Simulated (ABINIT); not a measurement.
# LaAlS3 (Pm-3m): zone-centre phonons, part 4 of 5

Which modes does LaAlS3 (Pm-3m) have at the zone centre?

ABINIT 10.8.3; DFT PBE, scalar-relativistic, plane waves, SPMS norm-conserving pseudopotentials.

So far. Step 6 (Zone-centre response): The acoustic modes at Γ come out as far as 3.7 cm⁻¹ from zero, where they should vanish, a small numerical error. The lowest optical mode is imaginary, 89i cm⁻¹, an instability at this level and on this k mesh. Step 7 (Modes with the sum rule): The rule moves no optical mode by more than 0.2 cm⁻¹. The relaxed cell has a = 4.679 Å (conventional setting).

The structure was built from a prototype and need not be the compound's stable phase.

### Step 8. Sum rules set otherwise (asr 0)

Without the rule the raw error of the acoustic modes shows.

Contents of anaddb.abi:

```
ddb_filepath "gamma_DDB"
output_file "anaddb.abo"
outdata_prefix "anaddb"
asr 0
chneut 0
enunit 2
eivec 1
nph1l 1
qph1l 0.0 0.0 0.0 1.0
```

Contents of mrgddb.in:

```
gamma_DDB
merged
2
dfpt_gammao_DDB
gso_DDB
```

Command:

```console
$ mrgddb < mrgddb.in > mrgddb.log
$ OMP_NUM_THREADS=1 anaddb anaddb.abi > anaddb.log
```

Numbers of over 12 decimals in the logs are rounded to 6 here.

anaddb.abo, the main output file:

```text
-outvars_anaddb: echo values of input variables ----------------------

 Miscellaneous information :
      enunit         2
       eivec         1
      chneut         0
 First list of wavevector (reduced coord.) :
       nph1l         1
       qph1l
                     0.00000000E+00  0.00000000E+00  0.00000000E+00    1.000E+00

================================================================================

 read the DDB information and perform some checks

  ==== Info on the Cryst% object ====
 Real(R)+Recip(G) space primitive vectors, cartesian coordinates (Bohr,Bohr^-1):
 R(1)=  8.8418667  0.0000000  0.0000000  G(1)=  0.1130983  0.0000000  0.0000000
 R(2)=  0.0000000  8.8418667  0.0000000  G(2)=  0.0000000  0.1130983  0.0000000
 R(3)=  0.0000000  0.0000000  8.8418667  G(3)=  0.0000000  0.0000000  0.1130983
 Unit cell volume ucvol=  6.9124482E+02 bohr^3
 Angles (23,13,12)=  9.00000000E+01  9.00000000E+01  9.00000000E+01 degrees
 Time-reversal symmetry is present
 Reduced atomic positions [iatom, xred, symbol]:
    1)    0.0000000  0.0000000  0.0000000  La
    2)    0.5000000  0.5000000  0.5000000  Al
    3)    0.5000000  0.5000000  0.0000000   S
    4)    0.5000000  0.0000000  0.5000000   S
    5)    0.0000000  0.5000000  0.5000000   S

 DDB file with 3 blocks has been read.

================================================================================

 Treat the first list of vectors

  Phonon wavevector (reduced coordinates) :  0.00000  0.00000  0.00000
 Phonon energies in Hartree :
  -4.063073E-04 -4.063073E-04 -4.063073E-04 -3.876730E-04 -3.876730E-04
  -3.876730E-04 -1.696813E-05 -1.696813E-05 -1.696813E-05  4.926111E-04
   4.926111E-04  4.926111E-04  1.831753E-03  1.831753E-03  1.831753E-03
 Phonon energies in meV     :
- -1.105619E+01 -1.105619E+01 -1.105619E+01 -1.054912E+01 -1.054912E+01
- -1.054912E+01 -4.617263E-01 -4.617263E-01 -4.617263E-01  1.340463E+01
-  1.340463E+01  1.340463E+01  4.984454E+01  4.984454E+01  4.984454E+01
 Phonon frequencies in cm-1    :
- -8.917415E+01 -8.917415E+01 -8.917415E+01 -8.508439E+01 -8.508439E+01
- -8.508439E+01 -3.724074E+00 -3.724074E+00 -3.724074E+00  1.081156E+02
-  1.081156E+02  1.081156E+02  4.020233E+02  4.020233E+02  4.020233E+02
 Phonon frequencies in Thz     :
- -2.673374E+00 -2.673374E+00 -2.673374E+00 -2.550766E+00 -2.550766E+00
- -2.550766E+00 -1.116449E-01 -1.116449E-01 -1.116449E-01  3.241225E+00
-  3.241225E+00  3.241225E+00  1.205236E+01  1.205236E+01  1.205236E+01
 Phonon energies in Kelvin  :
- -1.283017E+02 -1.283017E+02 -1.283017E+02 -1.224175E+02 -1.224175E+02
- -1.224175E+02 -5.358112E+00 -5.358112E+00 -5.358112E+00  1.555543E+02
-  1.555543E+02  1.555543E+02  5.784218E+02  5.784218E+02  5.784218E+02

 Eigendisplacements
 (will be given, for each mode : in cartesian coordinates
   for each atom the real part of the displacement vector,
   then the imaginary part of the displacement vector - absolute values smaller than 1.0d-7 are set to zero)
  Mode number    1   Energy   -4.063073E-04
 Attention : low frequency mode.
   (Could be unstable or acoustic mode)
-  1  0.00000000E+00  0.00000000E+00  0.00000000E+00
-     0.00000000E+00  0.00000000E+00  0.00000000E+00
-  2  0.00000000E+00  0.00000000E+00  0.00000000E+00
-     0.00000000E+00  0.00000000E+00  0.00000000E+00
-  3  0.00000000E+00  0.00000000E+00  0.00000000E+00
-     0.00000000E+00  0.00000000E+00  0.00000000E+00
-  4  0.00000000E+00  0.00000000E+00  2.92470830E-03
-     0.00000000E+00  0.00000000E+00  0.00000000E+00
-  5  0.00000000E+00  0.00000000E+00 -2.92470830E-03
-     0.00000000E+00  0.00000000E+00  0.00000000E+00
  Mode number    2   Energy   -4.063073E-04
 Attention : low frequency mode.
   (Could be unstable or acoustic mode)
-  1  0.00000000E+00  0.00000000E+00  0.00000000E+00
-     0.00000000E+00  0.00000000E+00  0.00000000E+00
-  2  0.00000000E+00  0.00000000E+00  0.00000000E+00
-     0.00000000E+00  0.00000000E+00  0.00000000E+00
-  3  0.00000000E+00  2.92470830E-03  0.00000000E+00
-     0.00000000E+00  0.00000000E+00  0.00000000E+00
-  4  0.00000000E+00  0.00000000E+00  0.00000000E+00
-     0.00000000E+00  0.00000000E+00  0.00000000E+00
-  5  0.00000000E+00 -2.92470830E-03  0.00000000E+00
-     0.00000000E+00  0.00000000E+00  0.00000000E+00
  Mode number    3   Energy   -4.063073E-04
 Attention : low frequency mode.
   (Could be unstable or acoustic mode)
-  1  0.00000000E+00  0.00000000E+00  0.00000000E+00
-     0.00000000E+00  0.00000000E+00  0.00000000E+00
-  2  0.00000000E+00  0.00000000E+00  0.00000000E+00
-     0.00000000E+00  0.00000000E+00  0.00000000E+00
-  3  2.92470830E-03  0.00000000E+00  0.00000000E+00
-     0.00000000E+00  0.00000000E+00  0.00000000E+00
-  4 -2.92470830E-03  0.00000000E+00  0.00000000E+00
-     0.00000000E+00  0.00000000E+00  0.00000000E+00
-  5  0.00000000E+00  0.00000000E+00  0.00000000E+00
-     0.00000000E+00  0.00000000E+00  0.00000000E+00
  Mode number    4   Energy   -3.876730E-04
 Attention : low frequency mode.
   (Could be unstable or acoustic mode)
-  1  0.00000000E+00  0.00000000E+00 -1.25165653E-03
-     0.00000000E+00  0.00000000E+00  0.00000000E+00
-  2  0.00000000E+00  0.00000000E+00  2.62335651E-04
-     0.00000000E+00  0.00000000E+00  0.00000000E+00
-  3  0.00000000E+00  0.00000000E+00  8.45463997E-04
-     0.00000000E+00  0.00000000E+00  0.00000000E+00
-  4  0.00000000E+00  0.00000000E+00  2.18502101E-03
-     0.00000000E+00  0.00000000E+00  0.00000000E+00
-  5  0.00000000E+00  0.00000000E+00  2.18502101E-03
-     0.00000000E+00  0.00000000E+00  0.00000000E+00
  Mode number    5   Energy   -3.876730E-04
 Attention : low frequency mode.
   (Could be unstable or acoustic mode)
-  1  0.00000000E+00 -1.25165653E-03  0.00000000E+00
-     0.00000000E+00  0.00000000E+00  0.00000000E+00
-  2  0.00000000E+00  2.62335651E-04  0.00000000E+00
-     0.00000000E+00  0.00000000E+00  0.00000000E+00
-  3  0.00000000E+00  2.18502101E-03  0.00000000E+00
-     0.00000000E+00  0.00000000E+00  0.00000000E+00
-  4  0.00000000E+00  8.45463997E-04  0.00000000E+00
-     0.00000000E+00  0.00000000E+00  0.00000000E+00
-  5  0.00000000E+00  2.18502101E-03  0.00000000E+00
-     0.00000000E+00  0.00000000E+00  0.00000000E+00
  Mode number    6   Energy   -3.876730E-04
 Attention : low frequency mode.
   (Could be unstable or acoustic mode)
-  1  1.25165653E-03  0.00000000E+00  0.00000000E+00
-     0.00000000E+00  0.00000000E+00  0.00000000E+00
-  2 -2.62335651E-04  0.00000000E+00  0.00000000E+00
-     0.00000000E+00  0.00000000E+00  0.00000000E+00
-  3 -2.18502101E-03  0.00000000E+00  0.00000000E+00
-     0.00000000E+00  0.00000000E+00  0.00000000E+00
-  4 -2.18502101E-03  0.00000000E+00  0.00000000E+00
-     0.00000000E+00  0.00000000E+00  0.00000000E+00
-  5 -8.45463997E-04  0.00000000E+00  0.00000000E+00
-     0.00000000E+00  0.00000000E+00  0.00000000E+00
  Mode number    7   Energy   -1.696813E-05
 Attention : low frequency mode.
   (Could be unstable or acoustic mode)
-  1  0.00000000E+00  0.00000000E+00  1.44850855E-03
-     0.00000000E+00  0.00000000E+00  0.00000000E+00
-  2  0.00000000E+00  0.00000000E+00  1.44497764E-03
-     0.00000000E+00  0.00000000E+00  0.00000000E+00
-  3  0.00000000E+00  0.00000000E+00  1.44494910E-03
-     0.00000000E+00  0.00000000E+00  0.00000000E+00
-  4  0.00000000E+00  0.00000000E+00  1.44465510E-03
-     0.00000000E+00  0.00000000E+00  0.00000000E+00
-  5  0.00000000E+00  0.00000000E+00  1.44465510E-03
-     0.00000000E+00  0.00000000E+00  0.00000000E+00
  Mode number    8   Energy   -1.696813E-05
 Attention : low frequency mode.
   (Could be unstable or acoustic mode)
-  1  0.00000000E+00 -1.44850855E-03  0.00000000E+00
-     0.00000000E+00  0.00000000E+00  0.00000000E+00
-  2  0.00000000E+00 -1.44497764E-03  0.00000000E+00
-     0.00000000E+00  0.00000000E+00  0.00000000E+00
-  3  0.00000000E+00 -1.44465510E-03  0.00000000E+00
-     0.00000000E+00  0.00000000E+00  0.00000000E+00
-  4  0.00000000E+00 -1.44494910E-03  0.00000000E+00
-     0.00000000E+00  0.00000000E+00  0.00000000E+00
-  5  0.00000000E+00 -1.44465510E-03  0.00000000E+00
-     0.00000000E+00  0.00000000E+00  0.00000000E+00
  Mode number    9   Energy   -1.696813E-05
 Attention : low frequency mode.
   (Could be unstable or acoustic mode)
-  1  1.44850855E-03  0.00000000E+00  0.00000000E+00
-     0.00000000E+00  0.00000000E+00  0.00000000E+00
-  2  1.44497764E-03  0.00000000E+00  0.00000000E+00
-     0.00000000E+00  0.00000000E+00  0.00000000E+00
-  3  1.44465510E-03  0.00000000E+00  0.00000000E+00
-     0.00000000E+00  0.00000000E+00  0.00000000E+00
-  4  1.44465510E-03  0.00000000E+00  0.00000000E+00
-     0.00000000E+00  0.00000000E+00  0.00000000E+00
-  5  1.44494910E-03  0.00000000E+00  0.00000000E+00
-     0.00000000E+00  0.00000000E+00  0.00000000E+00
  Mode number   10   Energy    4.926111E-04
-  1  0.00000000E+00  0.00000000E+00 -5.33363541E-04
-     0.00000000E+00  0.00000000E+00  0.00000000E+00
-  2  0.00000000E+00  0.00000000E+00  3.32012955E-03
-     0.00000000E+00  0.00000000E+00  0.00000000E+00
-  3  0.00000000E+00  0.00000000E+00  1.92613869E-03
-     0.00000000E+00  0.00000000E+00  0.00000000E+00
-  4  0.00000000E+00  0.00000000E+00 -1.20210800E-03
-     0.00000000E+00  0.00000000E+00  0.00000000E+00
-  5  0.00000000E+00  0.00000000E+00 -1.20210800E-03
-     0.00000000E+00  0.00000000E+00  0.00000000E+00
  Mode number   11   Energy    4.926111E-04
-  1  0.00000000E+00  5.33363541E-04  0.00000000E+00
-     0.00000000E+00  0.00000000E+00  0.00000000E+00
-  2  0.00000000E+00 -3.32012955E-03  0.00000000E+00
-     0.00000000E+00  0.00000000E+00  0.00000000E+00
-  3  0.00000000E+00  1.20210800E-03  0.00000000E+00
-     0.00000000E+00  0.00000000E+00  0.00000000E+00
-  4  0.00000000E+00 -1.92613869E-03  0.00000000E+00
-     0.00000000E+00  0.00000000E+00  0.00000000E+00
-  5  0.00000000E+00  1.20210800E-03  0.00000000E+00
-     0.00000000E+00  0.00000000E+00  0.00000000E+00
  Mode number   12   Energy    4.926111E-04
-  1  5.33363541E-04  0.00000000E+00  0.00000000E+00
-     0.00000000E+00  0.00000000E+00  0.00000000E+00
-  2 -3.32012955E-03  0.00000000E+00  0.00000000E+00
-     0.00000000E+00  0.00000000E+00  0.00000000E+00
-  3  1.20210800E-03  0.00000000E+00  0.00000000E+00
-     0.00000000E+00  0.00000000E+00  0.00000000E+00
-  4  1.20210800E-03  0.00000000E+00  0.00000000E+00
-     0.00000000E+00  0.00000000E+00  0.00000000E+00
-  5 -1.92613869E-03  0.00000000E+00  0.00000000E+00
-     0.00000000E+00  0.00000000E+00  0.00000000E+00
  Mode number   13   Energy    1.831753E-03
-  1  0.00000000E+00  0.00000000E+00  2.29136980E-06
-     0.00000000E+00  0.00000000E+00  0.00000000E+00
-  2  0.00000000E+00  0.00000000E+00  2.67425418E-03
-     0.00000000E+00  0.00000000E+00  0.00000000E+00
-  3  0.00000000E+00  0.00000000E+00 -3.25501762E-03
-     0.00000000E+00  0.00000000E+00  0.00000000E+00
-  4  0.00000000E+00  0.00000000E+00  4.97503591E-04
-     0.00000000E+00  0.00000000E+00  0.00000000E+00
-  5  0.00000000E+00  0.00000000E+00  4.97503591E-04
-     0.00000000E+00  0.00000000E+00  0.00000000E+00
  Mode number   14   Energy    1.831753E-03
-  1  0.00000000E+00  2.29136980E-06  0.00000000E+00
-     0.00000000E+00  0.00000000E+00  0.00000000E+00
-  2  0.00000000E+00  2.67425418E-03  0.00000000E+00
-     0.00000000E+00  0.00000000E+00  0.00000000E+00
-  3  0.00000000E+00  4.97503591E-04  0.00000000E+00
-     0.00000000E+00  0.00000000E+00  0.00000000E+00
-  4  0.00000000E+00 -3.25501762E-03  0.00000000E+00
-     0.00000000E+00  0.00000000E+00  0.00000000E+00
-  5  0.00000000E+00  4.97503591E-04  0.00000000E+00
-     0.00000000E+00  0.00000000E+00  0.00000000E+00
  Mode number   15   Energy    1.831753E-03
-  1  2.29136980E-06  0.00000000E+00  0.00000000E+00
-     0.00000000E+00  0.00000000E+00  0.00000000E+00
-  2  2.67425418E-03  0.00000000E+00  0.00000000E+00
-     0.00000000E+00  0.00000000E+00  0.00000000E+00
-  3  4.97503591E-04  0.00000000E+00  0.00000000E+00
-     0.00000000E+00  0.00000000E+00  0.00000000E+00
-  4  4.97503591E-04  0.00000000E+00  0.00000000E+00
-     0.00000000E+00  0.00000000E+00  0.00000000E+00
-  5 -3.25501762E-03  0.00000000E+00  0.00000000E+00
-     0.00000000E+00  0.00000000E+00  0.00000000E+00

 Analysis of degeneracies and characters (maximum tolerance=1.00E-06 a.u.)
 For each vibration mode, or group of modes if degenerate,
 the characters are given for each symmetry operation (see the list in the log file).
 Symmetry characters of vibration mode #   1
       degenerate with vibration modes #   2 to    3
  3.0 -3.0 -1.0  1.0 -1.0  1.0 -1.0  1.0 -1.0  1.0  1.0 -1.0 -1.0  1.0  1.0 -1.0
 -0.0  0.0 -0.0  0.0  0.0 -0.0  0.0 -0.0 -1.0  1.0  1.0 -1.0  1.0 -1.0 -1.0  1.0
 -0.0  0.0  0.0 -0.0  0.0 -0.0 -0.0  0.0 -1.0  1.0 -1.0  1.0  1.0 -1.0  1.0 -1.0
 Symmetry characters of vibration mode #   4
       degenerate with vibration modes #   5 to    6
  3.0 -3.0 -1.0  1.0 -1.0  1.0 -1.0  1.0  1.0 -1.0 -1.0  1.0  1.0 -1.0 -1.0  1.0
 -0.0  0.0 -0.0  0.0  0.0 -0.0  0.0 -0.0  1.0 -1.0 -1.0  1.0 -1.0  1.0  1.0 -1.0
 -0.0  0.0  0.0 -0.0  0.0 -0.0 -0.0  0.0  1.0 -1.0  1.0 -1.0 -1.0  1.0 -1.0  1.0
 Symmetry characters of vibration mode #   7
       degenerate with vibration modes #   8 to    9
  3.0 -3.0 -1.0  1.0 -1.0  1.0 -1.0  1.0  1.0 -1.0 -1.0  1.0  1.0 -1.0 -1.0  1.0
  0.0 -0.0  0.0 -0.0 -0.0  0.0 -0.0  0.0  1.0 -1.0 -1.0  1.0 -1.0  1.0  1.0 -1.0
  0.0 -0.0 -0.0  0.0 -0.0  0.0  0.0 -0.0  1.0 -1.0  1.0 -1.0 -1.0  1.0 -1.0  1.0
 Symmetry characters of vibration mode #  10
       degenerate with vibration modes #  11 to   12
  3.0 -3.0 -1.0  1.0 -1.0  1.0 -1.0  1.0  1.0 -1.0 -1.0  1.0  1.0 -1.0 -1.0  1.0
  0.0 -0.0  0.0 -0.0 -0.0  0.0 -0.0  0.0  1.0 -1.0 -1.0  1.0 -1.0  1.0  1.0 -1.0
  0.0 -0.0 -0.0  0.0 -0.0  0.0  0.0 -0.0  1.0 -1.0  1.0 -1.0 -1.0  1.0 -1.0  1.0
 Symmetry characters of vibration mode #  13
       degenerate with vibration modes #  14 to   15
  3.0 -3.0 -1.0  1.0 -1.0  1.0 -1.0  1.0  1.0 -1.0 -1.0  1.0  1.0 -1.0 -1.0  1.0
 -0.0  0.0 -0.0  0.0  0.0 -0.0  0.0 -0.0  1.0 -1.0 -1.0  1.0 -1.0  1.0  1.0 -1.0
 -0.0  0.0  0.0 -0.0  0.0 -0.0 -0.0  0.0  1.0 -1.0  1.0 -1.0 -1.0  1.0 -1.0  1.0
-
```

Elapsed: 0.74 s, on 1 thread of Intel Xeon at 2.70GHz, shared host.

Read from the output:

```yaml
lowest_optical_zone_centre_mode: -89.17 cm⁻¹
```

Zone-centre frequencies as printed; negative means imaginary. Modes:

```
mode  frequency (cm⁻¹)
   1            -89.17
   2            -89.17
   3            -89.17
   4            -85.08
   5            -85.08
   6            -85.08
   7             -3.72
   8             -3.72
   9             -3.72
  10             108.1
  11             108.1
  12             108.1
  13               402
  14               402
  15               402
```

### Step 9. Ground state

Scaled from the time of the run at Γ, the full q mesh would overrun the time at hand on this k mesh, so the ground state is made again on a coarser one.

Contents of gs.abi:

```
# ground state
tolvrs 1.0d-16
prtden 1
prtwf 1

# basis, mesh and filling
ecut 30.0
ngkpt 4 4 4
nshiftk 1
shiftk 0.0 0.0 0.0
istwfk *1
occopt 7
tsmear 0.01
nband 24
nstep 100
diemac 1000000.0
prtebands 0
prtgsr 0
useylm 1

# cell and atoms
acell 8.841866717 8.841866717 8.841866717
rprim 
    1.0 0.0 0.0
    0.0 1.0 0.0
    0.0 0.0 1.0
ntypat 3
znucl 57 13 16
natom 5
typat 1 2 3 3 3
xred 
    0.0 0.0 0.0
    0.5 0.5 0.5
    0.5 0.5 0.0
    0.5 0.0 0.5
    0.0 0.5 0.5
pp_dirpath "./pseudo"
pseudos "La.psp8, Al.psp8, S.psp8"
```

Command:

```console
$ OMP_NUM_THREADS=1 mpirun -n 4 abinit gs.abi > gs.log
```

gs.abo, the main output file:

```text
[banners, grids, parts of the stress and lines that vanish by symmetry left out]
- input  file    -> gs.abi
- output file    -> gs.abo
- root for input  files -> gsi
[...]
Symmetries : space group Pm -3 m (#221); Bravais cP (primitive cubic)
[...]
mpw =        5520          nfft =       91125          nkpt =          10
[...]
== DATASET  1 ==================================================================
[...]
cutoff_energies: {ecut:  30.0, pawecutdg:  -1.0, }
[...]
Exchange-correlation functional for the present dataset will be:
  GGA: Perdew-Burke-Ernzerhof functional - ixc=11
[...]
ETOT  1  -70.875558177342    -7.088E+01 4.300E-02 3.286E+02
 ETOT  2  -70.961317172792    -8.576E-02 1.552E-01 3.803E+01
 ETOT  3  -70.972053145963    -1.074E-02 5.724E-02 6.181E-01
 ETOT  4  -70.973327033762    -1.274E-03 2.723E-02 2.802E-01
 ETOT  5  -70.973758471091    -4.314E-04 3.242E-02 9.045E-03
[...]
ETOT 55  -70.974028950039    -2.089E-12 3.193E-04 6.667E-16
 ETOT 56  -70.974028950037     2.046E-12 2.626E-04 5.079E-17
 At SCF step   56       vres2   =  5.08E-17 < tolvrs=  1.00E-16 =>converged.
[...]
sigma(1 1)= -2.33309457E-06  sigma(3 2)=  0.00000000E+00
  sigma(2 2)= -2.33309457E-06  sigma(3 1)=  0.00000000E+00
  sigma(3 3)= -2.33309457E-06  sigma(2 1)=  0.00000000E+00
[...]
convergence: {deltae:  2.046E-12, res2:  5.079E-17, residm:  2.626E-04, diffor: null, }
etotal    :  -7.09740290E+01
[...]
sigma(1 1)= -2.33309457E-06  sigma(3 2)=  0.00000000E+00
  sigma(2 2)= -2.33309457E-06  sigma(3 1)=  0.00000000E+00
  sigma(3 3)= -2.33309457E-06  sigma(2 1)=  0.00000000E+00
[...]
- sigma(1 1)= -6.86420121E-02  sigma(3 2)=  0.00000000E+00
- sigma(2 2)= -6.86420121E-02  sigma(3 1)=  0.00000000E+00
- sigma(3 3)= -6.86420121E-02  sigma(2 1)=  0.00000000E+00
[...]
fcart     -0.0000000000E+00 -0.0000000000E+00 -0.0000000000E+00
           strten     -2.3330945689E-06 -2.3330945689E-06 -2.3330945689E-06
================================================================================

[key lines of the parts left out:]
pressure_GPa:   6.8642E-02
```

Wall time 89 s (4 MPI ranks); 5.9 min of CPU time.

Numbers from this step:

```yaml
pressure: 0.06864 GPa
```

(Continued in part 5 of 5.)

[Host names and launcher messages were left out of these logs when they were recorded.]

[Logs are printed without paths, hosts, clocks, repeated set-up lines and the standing remarks that a program may print on its own settings, such as how far it seeks lower states.]

[Hosts, paths, dates, database ids (printed as entryN), source tags and the programs' standing remarks are cut or masked in the printed files.]
